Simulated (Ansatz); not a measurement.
# WSe2 (P6_3/mmc): the G0W0 gap against the k mesh

How dense a mesh does GW need for WSe2 (P6_3/mmc), and how does the time grow?

Main program and level: Ansatz 0.2.0; G0W0 on PBE, plane waves, PAW; PAW set soft_1.

The database entry behind the starting cell differs from later determinations by our own check (a about 0.2 % long), so it need not match the best structure at ambient conditions.

**1. Starting point**

The structure is hexagonal, space group P6_3/mmc (No. 194). The conventional cell has a = 3.290 Å, b = 3.290 Å, c = 12.970 Å, α = 90.00°, β = 90.00°, γ = 120.00°. W has 6 Se at 2.53 Å nearest. Se has 3 W at 2.53 Å nearest. Farther neighbours and most contacts between anions are not listed.

The cell and positions come from the Crystallography Open Database and are kept as given unless a step says otherwise. Spin-orbit coupling is left out unless a step names it.

**2. The 6×6×1 mesh**

Now the one-shot GW correction: screening in the RPA, then the self-energy of the levels asked for. This step takes PAW set soft_1 files.

Contents of input.yaml:

```yaml
crystal:
  lattice:
    - [3.29, 0.0, 0.0]
    - [-1.645, 2.8492235785, 0.0]
    - [0.0, 0.0, 12.97]
  atoms:
    - { symbol: W, position: [0.3333333333, 0.6666666667, 0.25] }
    - { symbol: W, position: [0.6666666667, 0.3333333333, 0.75] }
    - { symbol: Se, position: [0.3333333333, 0.6666666667, 0.621] }
    - { symbol: Se, position: [0.6666666667, 0.3333333333, 0.121] }
    - { symbol: Se, position: [0.3333333333, 0.6666666667, 0.879] }
    - { symbol: Se, position: [0.6666666667, 0.3333333333, 0.379] }
kpoints:
  mp_grid: { grid: [6, 6, 1] }
hamiltonian:
  xc: pbe
  pseudopotentials: { kind: paw, azcp: { folder: soft_1 } }
scf:
  occupations: { method: fixed }
gw:
  n_empty_bands: 276
  ecut_chi: 100
  qp_bands: [v2, c2]
  qp_kpoints: band_edges
  screening: { model: contour_deformation }
```

Command:

```sh
$ ansatz run input.yaml --threads 2 --pin off --max-ram 73728MiB --backend cuda --events-out ev --progress --plain --runs-dir out --devices 1 --max-vram 13GiB
```

Numbers of over 12 decimals in the logs are rounded to 6 here.

The program printed:

```text
GPUs: using 1 of 1 available (devices: 1).
Engine: ansatz 0.2.0, x86_64-unknown-linux-gnu
Pseudopotentials: kind: paw
Pseudopotential: W, paw, valence charge 14, recommended cutoff 420 eV (normal), soft_1/W.paw.azcp
Pseudopotential: Se, paw, valence charge 16, recommended cutoff 420 eV (normal), soft_1/Se.paw.azcp
Functional definition: PBE
  parameter kappa = 0.804
  parameter beta = 0.066725
  exchange = pbe_x(kappa = kappa, mu = beta*pi^2/3)
  correlation = pbe_c(beta = beta)
device memory: the entry about to start is reckoned to put 1.8 GiB on a device that reports 53.3 GiB free (of which the cap on the GPU budget leaves the run 13.0 GiB)
GPU FFT provider: cuFFT
GPU libraries: cuBLAS 13.8.2, cuFFT 12.4.0, cuSOLVER 12.3.4
Crystal: 6 atoms, lattice volume = 121.580 Å³
Basis set: ecut = 420 eV, 2419 PW (Γ)
Bands: 56, of which v1, the nominal top of the filled ones, is band 46 counted from 1 (45 counted from 0)
Symmetry: 24 space group operations
Space group: P63/mmc (ITA 194), of the structure as read, at distance tolerance 5.0e-5 Å
k-points: 7 of 36
Non-local potential: W, projectors of the file, l = 0: 3, l = 1: 2, l = 2: 2, l = 3: 1
Non-local potential: Se, projectors of the file, l = 0: 2, l = 1: 2, l = 2: 3, l = 3: 1
PAW form: soft (Blöchl's): semilocal exchange-correlation on the pseudo side does not see the compensation charge
PAW one-centre angular grid: W, 590 points (default); XC on 64 Gauss nodes
PAW one-centre angular grid: Se, 590 points (default); XC on 64 Gauss nodes
Initial density: superposition of atomic densities (chi_scale 0.1, normalization cell, long waves kept (reshape's long-wave potential 0.04 eV rms))
Initial wavefunctions: pseudopotential atomic-orbital guess
GPU buffer pool allocated for 51840 grid points (all kernels)
GPU transforms: local potential and band sums: pruned to the plane-wave sphere, on 24×24×90
Functional: x = pbe(κ = 0.804, μ = 0.219515), c = pbe(β = 0.066725)
SCF iter   1: F=—  HF=-42652.393054 eV  |F-HF|=—  |Δ(HF+E_count)|=         —  Δρ=3.59e-2  dr2=5.38e0  ethr=3.10e-3  ⟨swp⟩=4.9  Hψ=1199  notcnv=0  defer=37
preconditioner: auto → Resta (q_TF=auto, 2.604 Å⁻¹)  ε∞=6.1  [insulator: Δε(μ)=0.871 eV  Ē_g=8.974 eV  n_scr=40 (ndim 8)  ℏωp=20.2 eV  f_vac=0.022  ε∞_Penn≈6.1]
SCF iter   2: F=—  HF=-42651.618667 eV  |F-HF|=—  |Δ(HF+E_count)|=   7.74e-1  Δρ=2.24e-2  dr2=8.26e-1  ethr=3.10e-3  ⟨swp⟩=2.0  Hψ=532  notcnv=0  defer=29
SCF iter   3: F=—  HF=-42651.436663 eV  |F-HF|=—  |Δ(HF+E_count)|=   1.82e-1  Δρ=8.64e-3  dr2=2.60e-1  ethr=8.97e-4  ⟨swp⟩=2.1  Hψ=499  notcnv=0  defer=45
SCF iter   4: F=—  HF=-42651.393365 eV  |F-HF|=—  |Δ(HF+E_count)|=   4.33e-2  Δρ=2.40e-3  dr2=9.41e-3  ethr=2.83e-4  ⟨swp⟩=2.0  Hψ=489  notcnv=0  defer=50
SCF iter   5: F=—  HF=-42651.394702 eV  |F-HF|=—  |Δ(HF+E_count)|=   1.34e-3  Δρ=1.04e-3  dr2=2.13e-3  ethr=1.02e-5  ⟨swp⟩=2.0  Hψ=751  notcnv=0  defer=56
SCF iter   6: F=—  HF=-42651.395645 eV  |F-HF|=—  |Δ(HF+E_count)|=   9.43e-4  Δρ=4.14e-4  dr2=2.22e-4  ethr=2.31e-6  ⟨swp⟩=2.0  Hψ=689  notcnv=0  defer=56
SCF iter   7: F=—  HF=-42651.395964 eV  |F-HF|=—  |Δ(HF+E_count)|=   3.19e-4  Δρ=9.55e-5  dr2=1.05e-5  ethr=2.41e-7  ⟨swp⟩=2.0  Hψ=503  notcnv=0  defer=41
SCF iter   8: F=—  HF=-42651.395975 eV  |F-HF|=—  |Δ(HF+E_count)|=   1.19e-5  Δρ=3.22e-5  dr2=1.18e-6  ethr=1.14e-8  ⟨swp⟩=2.0  Hψ=688  notcnv=0  defer=20
SCF iter   9: F=-42651.395979 eV  HF=-42651.395979 eV  |F-HF|=3.77e-8  |Δ(HF+E_count)|=   3.38e-6  Δρ=9.15e-6  dr2=6.81e-8  ethr=1.09e-10  ⟨swp⟩=9.3  Hψ=1449  notcnv=0
SCF 1 converged in 9 iterations: F = -42651.395979 eV  dr2 = 6.81e-8
[...]
device memory: the entry about to start is reckoned to put 2.2 GiB on a device that reports 55.1 GiB free (of which the cap on the GPU budget leaves the run 13.0 GiB)
NSCF: frozen V_eff on 7 k-points
[...]
NSCF: frozen V_eff on 1 k-points
device memory: the entry about to start is reckoned to put 0.8 GiB on a device that reports 47.3 GiB free (of which the cap on the GPU budget leaves the run 13.0 GiB)
NSCF: frozen V_eff on 1 k-points
SCF converged after 9 iterations
Free energy (F): -42651.395979 eV
Harris-Foulkes:  -42651.395979 eV  (|F-HF|=3.77e-8)
Internal energy: -42651.395979 eV  (E = F + TS)
E sigma→0 (E₀):  -42651.395979 eV
Fermi energy:    12.578722 eV
--- Per-component energies (eV) ---
  E_band       = -1718.038885
  E_kinetic    = 1290.422548
  E_local      = -12214.440386  (includes V_loc(G=0)·N_el)
  E_nonlocal   = -1467.665484
  E_hartree    = 6288.207059
  E_xc         = -878.071306
  E_vxc        = -827.476484  (∫ρ·V_xc dr)
  E_paw        = -25675.001751  (= ΣΔE_a)
  E_vpaw       = -1075.291408  (= ΣTr[D̂ρ^β])
  E_aug_tail   = -0.001203  (compensation charges beyond the density's cutoff)
  E_ewald      = -9994.845457
  E_smearing   = -0.000000  (= −TS)
  E_closure    = 0.000000  (closes the sum)
  Σ components = -42651.395979   (vs F -42651.395979, Δ=0.00e0)
--- Band table (eV; the first three rows and the last of 7) ---
  k-point 0: bands = [... 42 lower, 11.0797, 11.4737, 11.5124, 12.5787, 15.2195, 15.2195, 15.2702, 15.2702, ... 6 higher]
  k-point 1: bands = [... 42 lower, 10.7343, 11.4926, 11.5272, 11.9097, 14.2327, 14.7662, 14.8384, 14.9089, ... 6 higher]
  k-point 2: bands = [... 42 lower, 10.8786, 10.9664, 11.1199, 11.1342, 14.1311, 14.5004, 14.6758, 14.9067, ... 6 higher]
  k-point 6: bands = [... 42 lower, 10.0257, 10.0257, 12.1341, 12.3802, 13.9056, 13.9056, 14.4764, 15.6619, ... 6 higher]
--- G₀W₀: contour deformation, 7 samples at zero and on the imaginary axis and 1 off it, 36 q-points, 276 empty bands' worth ---
  eigenvalues of the whole cell's RPA ε∞ on this k-mesh (on a slab, of 1 + 4πα/V) = 8.1147, 15.5333, 15.5333; static W/v taken at q = 0 is 0.083264
  gw.qp_kpoints: band_edges: 5 of 7 stored k-points solved, in 1 pass; an edge of the gap read off the rows below is read off those points alone
    valence top: of the k-points left out ik 3 came nearest to being solved in a further pass, in band 46 (counted from 1, as in the quasiparticle table): it holds the edge there only if its correction is more favourable than any solved in that band by at least 1.110 eV; those differ by 0.084 eV
    conduction bottom: of the k-points left out ik 2 came nearest to being solved in a further pass, in band 47 (counted from 1, as in the quasiparticle table): it holds the edge there only if its correction is more favourable than any solved in that band by at least 0.577 eV; those differ by 0.126 eV
    ik  band        ε_KS         Σx   Σc(E_QP)       V_xc       Z   E_QP_lin       E_QP  E_QP is
     0    45     11.5124   -18.2662     1.9140   -15.9528  0.7661    11.1102    11.1130  root
     0    46     12.5787   -19.3714     0.5474   -18.7623  0.7540    12.5169    12.5170  root
     0    47     15.2195   -13.8943    -3.9975   -18.2165  0.7561    15.5464    15.5443  root
     0    48     15.2195   -13.8943    -3.9975   -18.2165  0.7561    15.5464    15.5443  root
     1    45     11.5272   -18.3138     1.8710   -16.0621  0.7663    11.1441    11.1465  root
     1    46     11.9097   -19.0734     0.9112   -18.0602  0.7508    11.8076    11.8078  root
     1    47     14.2327   -13.2871    -3.8533   -17.3818  0.7584    14.4751    14.4741  root
     1    48     14.7662   -14.0351    -4.1087   -18.5027  0.7632    15.1274    15.1252  root
     4    45     11.4373   -19.3292     1.2360   -17.9724  0.7430    11.3163    11.3166  root
     4    46     11.4778   -19.4205     1.2516   -18.0392  0.7453    11.3478    11.3481  root
     4    47     13.5542   -13.0037    -3.5858   -16.7886  0.7640    13.7538    13.7532  root
     4    48     14.4398   -14.1562    -3.9825   -18.4235  0.7495    14.7260    14.7245  root
     5    45     11.6331   -18.1517     1.0551   -16.9176  0.7521    11.4536    11.4542  root
     5    46     11.8260   -18.7286     0.9962   -17.5869  0.7521    11.6802    11.6805  root
     5    47     14.1512   -14.2694    -3.9093   -18.4370  0.7510    14.4108    14.4097  root
     5    48     14.7451   -15.8236    -4.2039   -20.3492  0.7338    15.0696    15.0669  root
     6    45     12.1341   -18.1334     0.5899   -17.4170  0.7534    12.0074    12.0077  root
     6    46     12.3802   -18.7961     0.5009   -18.2063  0.7531    12.2913    12.2914  root
     6    47     13.9056   -15.5700    -3.7899   -19.6802  0.7476    14.2276    14.2259  root
     6    48     13.9056   -15.5700    -3.7899   -19.6802  0.7476    14.2276    14.2259  root
```

It took 14 s on 1 × NVIDIA H100 80GB HBM3 (shared by 6 runs) with 2 threads of AMD EPYC 7R13 (Zen 3), shared host; peak memory 1.2 GiB.

In the SCF lines HF is the Harris–Foulkes energy and dr2 the Hartree energy of the density residual, in eV; the loop may stop once dr2 is under the threshold and the program's other checks hold. Hψ counts applications of the Hamiltonian.

This step gave:

```yaml
bands_summed: 322
rpa_eps_infinity_on_this_mesh_eigenvalues: 8.115, 15.53, 15.53
plane_waves_in_the_screening_matrix: 291
q_points_in_the_mesh: 36
g0w0_gap_on_the_mesh: 1.236 eV
k_of_the_valence_top: 0, 0, 0
k_of_the_conduction_bottom: 0.1667, 0.1667, 0
starting_gap_on_the_mesh: 0.9755 eV
z_at_the_valence_top: 0.7540
z_at_the_conduction_bottom: 0.7640
least_direct_g0w0_gap_on_the_computed_points: 1.935 eV
```

The gap on the mesh goes from 0.98 eV to 1.24 eV, a correction of +0.26 eV. Between the two edge states, bare exchange in place of the xc potential would open the gap by 4.39 eV, and correlation takes back 4.13 eV.

**3. The 6×6×2 mesh**

Only the mesh changes. It samples the long-range screening, which converges on its own terms.

Changes to input.yaml since step 2:

```diff
@@ -13,3 +13,3 @@
 kpoints:
-  mp_grid: { grid: [6, 6, 1] }
+  mp_grid: { grid: [6, 6, 2] }
 hamiltonian:
```

The program printed:

```text
GPUs: using 1 of 1 available (devices: 1).
[...]
GPU FFT provider: cuFFT
GPU libraries: cuBLAS 13.8.2, cuFFT 12.4.0, cuSOLVER 12.3.4
Crystal: 6 atoms, lattice volume = 121.580 Å³
Basis set: ecut = 420 eV, 2419 PW (Γ)
Bands: 56, of which v1, the nominal top of the filled ones, is band 46 counted from 1 (45 counted from 0)
[... 1 set-up line as in the run before ...]
[...]
k-points: 14 of 72
[...]
GPU buffer pool allocated for 51840 grid points (all kernels)
[...]
SCF iter   1: F=—  HF=-42652.436899 eV  |F-HF|=—  |Δ(HF+E_count)|=         —  Δρ=3.59e-2  dr2=5.38e0  ethr=3.10e-3  ⟨swp⟩=4.9  Hψ=2428  notcnv=0  defer=76
[...]
SCF iter   9: F=-42651.440017 eV  HF=-42651.440017 eV  |F-HF|=3.36e-8  |Δ(HF+E_count)|=   3.28e-6  Δρ=9.12e-6  dr2=6.79e-8  ethr=1.09e-10  ⟨swp⟩=9.3  Hψ=2922  notcnv=0
SCF 1 converged in 9 iterations: F = -42651.440017 eV  dr2 = 6.79e-8
[...]
0    45     11.5078   -18.1619     1.8126   -15.9522  0.7688    11.1081    11.1107  root
     0    46     12.5761   -19.3869     0.5575   -18.7638  0.7546    12.5104    12.5105  root
     0    47     15.2155   -13.8816    -4.0045   -18.2172  0.7565    15.5488    15.5465  root
     0    48     15.2155   -13.8816    -4.0045   -18.2172  0.7565    15.5488    15.5465  root
     1    45     12.3595   -19.0873     0.7939   -18.1698  0.7564    12.2357    12.2359  root
     1    46     12.3595   -19.0873     0.7939   -18.1698  0.7564    12.2357    12.2359  root
     1    47     15.2210   -13.8407    -3.9906   -18.1528  0.7555    15.5446    15.5425  root
     1    48     15.2210   -13.8407    -3.9906   -18.1528  0.7555    15.5446    15.5425  root
[...]
13    45     12.2385   -18.3710     0.5365   -17.7201  0.7538    12.1240    12.1242  root
    13    46     12.2385   -18.3710     0.5365   -17.7201  0.7538    12.1240    12.1242  root
    13    47     13.9043   -15.5629    -3.7902   -19.6798  0.7480    14.2325    14.2309  root
    13    48     13.9043   -15.5629    -3.7902   -19.6798  0.7480    14.2325    14.2309  root
[key lines of the parts left out:]
SCF converged after 9 iterations
Free energy (F): -42651.440017 eV
Fermi energy:    12.576123 eV
```

Elapsed: 39 s, on 1 × NVIDIA H100 80GB HBM3 (shared by 6 runs) with 2 threads; peak memory 1.5 GiB; 49 s of CPU time.

Numbers from this step:

```yaml
bands_summed: 322
rpa_eps_infinity_on_this_mesh_eigenvalues: 7.130, 15.40, 15.40
plane_waves_in_the_screening_matrix: 291
q_points_in_the_mesh: 72
g0w0_gap_on_the_mesh: 1.244 eV
k_of_the_valence_top: 0, 0, 0
k_of_the_conduction_bottom: 0.1667, 0.1667, 0
starting_gap_on_the_mesh: 0.9759 eV
z_at_the_valence_top: 0.7546
z_at_the_conduction_bottom: 0.7657
least_direct_g0w0_gap_on_the_computed_points: 1.944 eV
```

Against the run with 6×6×1 mesh, 276 empty bands, screening to 100 eV, PAW set soft_1 files, the gap moves by +0.007 eV.

**4. The 9×9×2 mesh**

Changes to input.yaml since step 3:

```diff
@@ -13,3 +13,3 @@
 kpoints:
-  mp_grid: { grid: [6, 6, 2] }
+  mp_grid: { grid: [9, 9, 2] }
 hamiltonian:
```

The program printed:

```text
GPUs: using 1 of 1 available (devices: 1).
[...]
GPU FFT provider: cuFFT
GPU libraries: cuBLAS 13.8.2, cuFFT 12.4.0, cuSOLVER 12.3.4
Crystal: 6 atoms, lattice volume = 121.580 Å³
Basis set: ecut = 420 eV, 2419 PW (Γ)
Bands: 56, of which v1, the nominal top of the filled ones, is band 46 counted from 1 (45 counted from 0)
[... 1 set-up line as in the run before ...]
[...]
k-points: 24 of 162
[...]
1    48     15.2208   -13.8598    -3.9717   -18.1526  0.7568    15.5439    15.5419  root
[...]
23    45     12.2368   -18.2718     0.4447   -17.7207  0.7559    12.1303    12.1305  root
    23    46     12.2368   -18.2718     0.4447   -17.7207  0.7559    12.1303    12.1305  root
    23    47     13.9041   -15.6684    -3.6914   -19.6800  0.7503    14.2257    14.2243  root
    23    48     13.9041   -15.6684    -3.6914   -19.6800  0.7503    14.2257    14.2243  root
[key lines of the parts left out:]
SCF converged after 9 iterations
Free energy (F): -42651.442655 eV
Fermi energy:    12.576619 eV
```

It took 1.9 min on 1 × NVIDIA H100 80GB HBM3 (shared by 6 runs) with 2 threads; peak memory 1.8 GiB.

Numbers from this step:

```yaml
bands_summed: 322
rpa_eps_infinity_on_this_mesh_eigenvalues: 7.094, 14.75, 14.75
plane_waves_in_the_screening_matrix: 291
g0w0_gap_on_the_mesh: 1.350 eV
k_of_the_valence_top: 0, 0, 0
k_of_the_conduction_bottom: 0.1111, 0.2222, 0
starting_gap_on_the_mesh: 1.071 eV
least_direct_g0w0_gap_on_the_computed_points: 1.931 eV
```

Against the run with 6×6×2 mesh, 276 empty bands, screening to 100 eV, PAW set soft_1 files, the gap moves by +0.11 eV, while the start moved by +0.09 eV. A band edge is found at another k point on this mesh.

**5. The 12×12×2 mesh**

Changes to input.yaml since step 4:

```diff
@@ -13,3 +13,3 @@
 kpoints:
-  mp_grid: { grid: [9, 9, 2] }
+  mp_grid: { grid: [12, 12, 2] }
 hamiltonian:
```

The program printed:

```text
GPUs: using 1 of 1 available (devices: 1).
[...]
GPU FFT provider: cuFFT
GPU libraries: cuBLAS 13.8.2, cuFFT 12.4.0, cuSOLVER 12.3.4
Crystal: 6 atoms, lattice volume = 121.580 Å³
Basis set: ecut = 420 eV, 2419 PW (Γ)
Bands: 56, of which v1, the nominal top of the filled ones, is band 46 counted from 1 (45 counted from 0)
[... 1 set-up line as in the run before ...]
[...]
k-points: 38 of 288
[...]
1    48     15.2208   -13.8666    -3.9655   -18.1526  0.7569    15.5433    15.5413  root
[...]
37    45     12.2367   -18.2417     0.4172   -17.7207  0.7563    12.1329    12.1330  root
    37    46     12.2367   -18.2417     0.4172   -17.7207  0.7563    12.1329    12.1330  root
    37    47     13.9041   -15.6992    -3.6621   -19.6800  0.7507    14.2242    14.2229  root
    37    48     13.9041   -15.6992    -3.6621   -19.6800  0.7507    14.2242    14.2229  root
[key lines of the parts left out:]
SCF converged after 9 iterations
Free energy (F): -42651.442959 eV
Fermi energy:    12.576687 eV
```

It took 4.7 min on 1 × NVIDIA H100 80GB HBM3 (shared by 6 runs) with 2 threads; peak memory 2.2 GiB; 7.7 min of CPU time.

This step gave:

```yaml
bands_summed: 322
rpa_eps_infinity_on_this_mesh_eigenvalues: 7.093, 14.63, 14.63
plane_waves_in_the_screening_matrix: 291
g0w0_gap_on_the_mesh: 1.242 eV
k_of_the_valence_top: 0, 0, 0
k_of_the_conduction_bottom: 0.1667, 0.1667, 0
starting_gap_on_the_mesh: 0.9745 eV
least_direct_g0w0_gap_on_the_computed_points: 1.927 eV
```

Against the run with 9×9×2 mesh, 276 empty bands, screening to 100 eV, PAW set soft_1 files, the gap moves by −0.11 eV, while the start moved by −0.10 eV. A band edge is found at another k point on this mesh.

**6. The meshes together**

Times are wall times on 1 × NVIDIA H100 80GB HBM3 (shared by 6 runs) with 2 threads of AMD EPYC 7R13 (Zen 3), shared host, good to a factor of about two.

```tsv
mesh	points	irreducible	start (eV)	G0W0 (eV)	shift (eV)	RPA ε∞ (mean)	time
6×6×1	36	7	0.975	1.236	+0.261	13.06	14 s
6×6×2	72	14	0.976	1.244	+0.268	12.65	39 s
9×9×2	162	24	1.071	1.350	+0.279	12.20	1.9 min
12×12×2	288	38	0.974	1.242	+0.268	12.12	4.7 min
```

**7. Summary of results**

- 6×6×1: 1.236 eV (shift +0.261)
- 6×6×2: 1.244 eV (shift +0.268)
- 9×9×2: 1.350 eV (shift +0.279)
- 12×12×2: 1.242 eV (shift +0.268)
- settings: PBE start, 276 empty bands, 100 eV

In words: The shift is +0.26 eV on 6×6×1 and +0.27 eV on 12×12×2. On 12×12×2 the edges lie at Γ and (0.167, 0.167, 0.000), on 9×9×2 at Γ and (0.111, 0.222, 0.000), so these two shifts belong to different pairs of states. The RPA ε∞ (mean) ranges from 12.12 to 13.06 and ends at 12.12. The starting gap changes too, by 0.10 eV, since the meshes hold different points and converge the density differently. From 36 to 288 points the time grows 21-fold. Bands and cutoff are modest here, so the values stand off the basis limit. The many-body steps are scalar-relativistic: spin-orbit coupling is not in them.

[Paths, hosts, dates, memory and timing lines, banners, echoed tables and standing remarks are left out of the program output.]

[Logs are printed without paths, hosts, clocks, repeated set-up lines and the standing remarks that a program may print on its own settings, such as how far it seeks lower states.]

[Runs of the session that timed out or met a known fault of the program may be left out.]

[Cells called generated may have been cut or substituted from an entry of the Crystallography Open Database or the Materials Project.]

[Hosts, paths, dates, database ids (printed as entryN), source tags and the programs' standing remarks are cut or masked in the printed files.]
